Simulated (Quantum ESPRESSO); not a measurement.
**MnGe: which magnetic order is lowest**

Aim: find out which collinear order of MnGe costs least.

Program: Quantum ESPRESSO 7.5. Level of theory: PBEsol; plane waves with GBRV 1.5 PBEsol potentials, no spin-orbit coupling. Results are calculated unless marked as measured.

The experiments to compare with:

“Magnetic ground state and spin fluctuations in MnGe chiral magnet as studied by Muon Spin Rotation” (2016, arxiv:1602.01756) quotes from earlier work for MnGe, B20 cubic (same polycrystalline sample, earlier work, 10 K): moment (ordered moment per Mn in the helical state) 1.83 μB [Ordered moment of the long-period helix at 10 K, from earlier neutron data; the …].

Report form: the programs' logs are mostly left out.

### 1. Starting point

Symmetry: P2_13, No. 198, cubic system. The conventional cell has a = 4.725 Å, b = 4.725 Å, c = 4.725 Å, α = 90.00°, β = 90.00°, γ = 90.00°. Nearest to Mn lie 7 Ge at 2.41 to 2.65 Å. Ge has 7 Mn at 2.41 to 2.65 Å nearest. Farther neighbours are not listed.

The cell comes from Materials Project 2023-11-01, a database of computed structures, and need not be the stable phase.

### 2. Run 1, typed as ferro ++++

The signs are those of the starting moments on the seeded atoms, the atoms that are given a moment.

File pw.in:

```
&CONTROL
  calculation = 'scf'
  prefix = 'pwscf'
  outdir = './tmp'
  pseudo_dir = './pseudo'
  disk_io = 'nowf'
/
&SYSTEM
  ibrav = 0
  celldm(1) = 8
  nat = 8
  ntyp = 2
  ecutwfc = 40
  ecutrho = 280
  nbnd = 79
  occupations = 'smearing'
  smearing = 'fd'
  degauss = 0.00734986
  nspin = 2
  starting_magnetization(1) = 0.2333
  starting_magnetization(2) = 0
/
&ELECTRONS
  conv_thr = 1.6d-08
  electron_maxstep = 150
  mixing_beta = 0.3
/
ATOMIC_SPECIES
Mn     54.9380 mn_pbesol_v1.5.uspp.F.UPF
Ge     72.6300 ge_pbesol_v1.4.uspp.F.UPF
CELL_PARAMETERS alat
   1.1161202151773    0.0000000000000    0.0000000000000
   0.0000000000000    1.1161202151773    0.0000000000000
   0.0000000000000    0.0000000000000    1.1161202151773
ATOMIC_POSITIONS crystal
Mn      0.6371118200    0.1371118200    0.3628881800
Mn      0.1371118200    0.3628881800    0.6371118200
Mn      0.3628881800    0.6371118200    0.1371118200
Mn      0.8628881800    0.8628881800    0.8628881800
Ge      0.3423633700    0.8423633700    0.6576366300
Ge      0.8423633700    0.6576366300    0.3423633700
Ge      0.6576366300    0.3423633700    0.8423633700
Ge      0.1576366300    0.1576366300    0.1576366300
K_POINTS automatic
6 6 6 0 0 0
```

Started as:

```bash
$ OMP_NUM_THREADS=1 mpirun -n 4 pw.x -nk 4 -in pw.in > pw.out
```

The job ended after 79 s (4 MPI ranks of Arm Neoverse V1, shared host; peak memory 0.67 GiB).

Spin moment in the atom's sphere by atom:

| atom | spin moment in the atom's sphere (μB) |
| --- | --- |
| Mn1 | 1.98 |
| Mn2 | 1.98 |
| Mn3 | 1.98 |
| Mn4 | 1.98 |
| Ge5 | -0.09 |
| Ge6 | -0.09 |
| Ge7 | -0.09 |
| Ge8 | -0.09 |

Read from the output:

| Property | Result |
| --- | --- |
| smearing term TS | 0.1582 eV |
| magnetization | 7.561 μB |
| absolute magnetization | 8.928 μB |
| final state | ferromagnetic |

Spin density in the ac plane at fractional y = 0.137, with atoms of Mn and Ge within 0.2 Å of it.

Values in e/Å³, 14 rows by 14 columns, each cell a mean:
```
0.0 0.0 0.0 0.0 0.0 0.0 0.0 0.0 0.0 0.0 0.0 0.0 0.0 0.0
0.0 0.0 0.0 0.0 0.0 0.0 0.0 0.0 0.0 0.0 0.0 0.0 0.0 0.0
0.0 0.0 0.0 0.0 0.0 0.0 0.0 0.0 0.0 0.0 0.0 0.0 0.0 0.0
0.0 0.0 0.0 0.0 0.0 0.0 0.0 0.0 0.0 0.0 0.0 0.0 0.0 0.0
0.0 0.0 0.1 0.0 0.0 0.0 0.0 0.0 0.0 0.0 0.0 0.0 0.0 0.0
0.0 0.0 0.1 0.0 0.0 0.0 0.0 0.0 0.1 0.1 0.0 0.0 0.0 0.0
0.0 0.0 0.0 0.0 0.0 0.0 0.0 0.1 0.3 0.3 0.2 0.0 0.0 0.0
0.0 0.0 0.0 0.0 0.0 0.0 0.1 0.4 1.3 1.8 0.7 0.1 0.0 0.0
0.0 0.0 0.0 0.0 0.0 0.0 0.1 0.8 2.5 3.0 1.4 0.3 0.0 0.0
0.0 0.0 0.0 0.0 0.0 0.0 0.1 0.5 1.7 2.2 0.9 0.2 0.0 0.0
0.0 0.0 0.0 0.0 0.0 0.0 0.0 0.2 0.5 0.5 0.2 0.1 0.0 0.0
0.0 0.0 0.0 0.0 0.0 0.0 0.0 0.1 0.1 0.1 0.0 0.0 0.0 0.0
0.0 0.0 0.0 0.0 0.0 0.0 0.0 0.0 0.0 0.0 0.0 0.0 0.0 0.0
0.0 0.0 0.0 0.0 0.0 0.0 0.0 0.0 0.0 0.0 0.0 0.0 0.0 0.0
```
Columns run along a (4.7 Å), rows up along c (4.7 Å). Atoms in or near the plane, at fractional coordinates: Mn at (0.64, 0.36), Ge at (0.16, 0.16).

Valence density in the ac plane at fractional y = 0.137, with atoms of Mn and Ge within 0.2 Å of it. It is the smooth field of the valence electrons, not physical close to the nuclei.

Ten steps, logarithmic in the rise over the least value, from '_' (0 e/Å³) to '@' (36 e/Å³), each cell a mean:
```
__....____________....______
__________________......____
________________......______
__________________..________
____________________________
________________....________
______________..----::______
____________..==####++::____
__......____..++%%%%##--____
..::--::......==##%%**::____
::**##**::....::====--..__..
--%%@@##--..____....______..
::**%%**::________________..
..::--::..__________________
```
Columns run along a (4.7 Å), rows up along c (4.7 Å). Atoms in or near the plane, at fractional coordinates: Mn at (0.64, 0.36), Ge at (0.16, 0.16).

### 3. Run 2 (antiferro ++−−)

File pw.in:

```
&CONTROL
  calculation = 'scf'
  prefix = 'pwscf'
  outdir = './tmp'
  pseudo_dir = './pseudo'
  disk_io = 'nowf'
/
&SYSTEM
  ibrav = 0
  celldm(1) = 8
  nat = 8
  ntyp = 3
  ecutwfc = 40
  ecutrho = 280
  nbnd = 72
  occupations = 'smearing'
  smearing = 'fd'
  degauss = 0.00734986
  nspin = 2
  starting_magnetization(1) = 0.2333
  starting_magnetization(2) = -0.2333
  starting_magnetization(3) = 0
/
&ELECTRONS
  conv_thr = 1.6d-08
  electron_maxstep = 150
  mixing_beta = 0.3
/
ATOMIC_SPECIES
Mn1    54.9380 mn_pbesol_v1.5.uspp.F.UPF
Mn2    54.9380 mn_pbesol_v1.5.uspp.F.UPF
Ge     72.6300 ge_pbesol_v1.4.uspp.F.UPF
CELL_PARAMETERS alat
   1.1161202151773    0.0000000000000    0.0000000000000
   0.0000000000000    1.1161202151773    0.0000000000000
   0.0000000000000    0.0000000000000    1.1161202151773
ATOMIC_POSITIONS crystal
Mn1     0.6371118200    0.1371118200    0.3628881800
Mn1     0.1371118200    0.3628881800    0.6371118200
Mn2     0.3628881800    0.6371118200    0.1371118200
Mn2     0.8628881800    0.8628881800    0.8628881800
Ge      0.3423633700    0.8423633700    0.6576366300
Ge      0.8423633700    0.6576366300    0.3423633700
Ge      0.6576366300    0.3423633700    0.8423633700
Ge      0.1576366300    0.1576366300    0.1576366300
K_POINTS automatic
6 6 6 0 0 0
```

It took 4.7 min on 4 MPI ranks; peak memory 1.1 GiB; 19 min of CPU time.

Spin moment in the atom's sphere by atom:

| atom | spin moment in the atom's sphere (μB) |
| --- | --- |
| Mn1 | 1.62 |
| Mn2 | 1.62 |
| Mn3 | -1.62 |
| Mn4 | -1.62 |
| Ge5 | 0.00 |
| Ge6 | 0.00 |
| Ge7 | 0.00 |
| Ge8 | 0.00 |

Numbers from this step:

- smearing term TS: 0.2709 eV
- magnetization: 0 μB
- absolute magnetization: 7.217 μB
- final state: antiferromagnetic

Spin density in the ac plane at fractional y = 0.137, with atoms of Mn and Ge within 0.2 Å of it.

Ten even steps from '_' (0.0 e/Å³) to '@' (2.4 e/Å³), each cell a mean:
```
____________________________
____________________________
____________________________
____________________________
____________________________
____________________________
__________________..________
______________..==++::______
______________::%%@@==______
______________..++##--______
________________....________
____________________________
____________________________
____________________________
```
Columns run along a (4.7 Å), rows up along c (4.7 Å). Atoms in or near the plane, at fractional coordinates: Mn at (0.64, 0.36), Ge at (0.16, 0.16).

Valence density in the ac plane at fractional y = 0.137, with atoms of Mn and Ge within 0.2 Å of it. It is the smooth field of the valence electrons, not physical close to the nuclei.

Ten steps, logarithmic in the rise over the least value, from '_' (0 e/Å³) to '@' (36 e/Å³), each cell a mean:
```
__....____________....______
__________________......____
__________________......____
__________________..________
____________________________
________________....________
______________..----::______
____________..==####++::____
__......____..++%%%%##--____
..::--::......==##%%**::____
::**##**::....::====--..__..
--%%@@##--..____....______..
::**%%**::________________..
..::--::..__________________
```
Columns run along a (4.7 Å), rows up along c (4.7 Å). Atoms in or near the plane, at fractional coordinates: Mn at (0.64, 0.36), Ge at (0.16, 0.16).

### 4. Run 3, typed as ferri +++−

Edit pw.in of step 3 so:

```diff
@@ -14,3 +14,3 @@
   ecutrho = 280
-  nbnd = 72
+  nbnd = 76
   occupations = 'smearing'
@@ -39,3 +39,3 @@
 Mn1     0.1371118200    0.3628881800    0.6371118200
-Mn2     0.3628881800    0.6371118200    0.1371118200
+Mn1     0.3628881800    0.6371118200    0.1371118200
 Mn2     0.8628881800    0.8628881800    0.8628881800
```

It took 26 min on 4 MPI ranks; peak memory 0.84 GiB.

Residual by cycle:

cycle, log10 residual and a bar from the least value:
```
        1        1.4 ##############################
       15       -2.3 
       28       -1.6 ######
       42       -0.6 ##############
       55       -1.8 ####
       69        0.1 ####################
       82       -1.7 #####
       96       -1.1 ##########
      109       -1.2 #########
      123       -0.1 ##################
      136       -1.5 #######
      150       -1.2 #########
```

After 150 cycles the residual stands at 0.066, against 0.023 at cycle 76 and a least value of 0.0039. The cap of 150 cycles in the input ended the loop.

### 5. Ranking

An order is kept where moments of 0.15 μB or more survive with the typed signs; meshes match where a doubled cell samples the same k points as the first cell.

Orders:

| start | final state | typed order kept | energy over the lowest (meV a seeded atom) | largest site moment (μB) | net moment (μB a cell of the first run) | mesh matched | CPU time (s) |
| --- | --- | --- | --- | --- | --- | --- | --- |
| ferro ++++ | ferromagnetic | yes | 0 | 1.975 | 7.561 | yes | 317.4 |
| antiferro ++-- | antiferromagnetic | yes | 85.04 | 1.617 | 0.001876 | yes | 1116 |

### 6. Outcome

| Quantity | Value |
| --- | --- |
| lowest state found | ferromagnetic (from ferro ++++) |
| largest site moment | 1.98 μB |
| next state with moments | antiferromagnetic, 85.0 meV a seeded atom higher |

In words: The smearing terms TS of the orders run from 40 to 68 meV a seeded atom, so the differences would change at a smaller width: an order with a larger TS is lowered more by the smearing. Only these 2 starts were compared; other wavevectors, canted and longer-period orders were not. 1 further start did not converge. A computed site moment is spin alone and hangs on the region that is counted: the program's spheres do not touch and miss the tail of the moment. Measured moments hold any orbital part as well, and belong to the order of the sample, which need not be the order of this run. Energies are free energies at an electronic temperature of 1160 K, which lowers moments and differences where the moments are itinerant.

Calculation against experiment:

```
        quantity  measured  in the sphere
moment (Mn) (μB)      1.83  1.98 (+7.9 %)
```

Measured values from arxiv:1602.01756 (2016).

How well it matches: The moment is off by +7.9 %. No cell relaxation is part of this session.

[Logs and program files are shortened in this print: banners, set-up blocks, solver, clock and traceback lines can be left out without a mark of their own.]

[Logs are printed without paths, hosts, clocks, repeated set-up lines and the standing remarks that a program may print on its own settings, such as how far it seeks lower states.]

[Hosts, paths, dates, database ids (printed as entryN), source tags and the programs' standing remarks are cut or masked in the printed files.]

[Where a cell is said to come from a database of computed structures, the database is the Materials Project.]
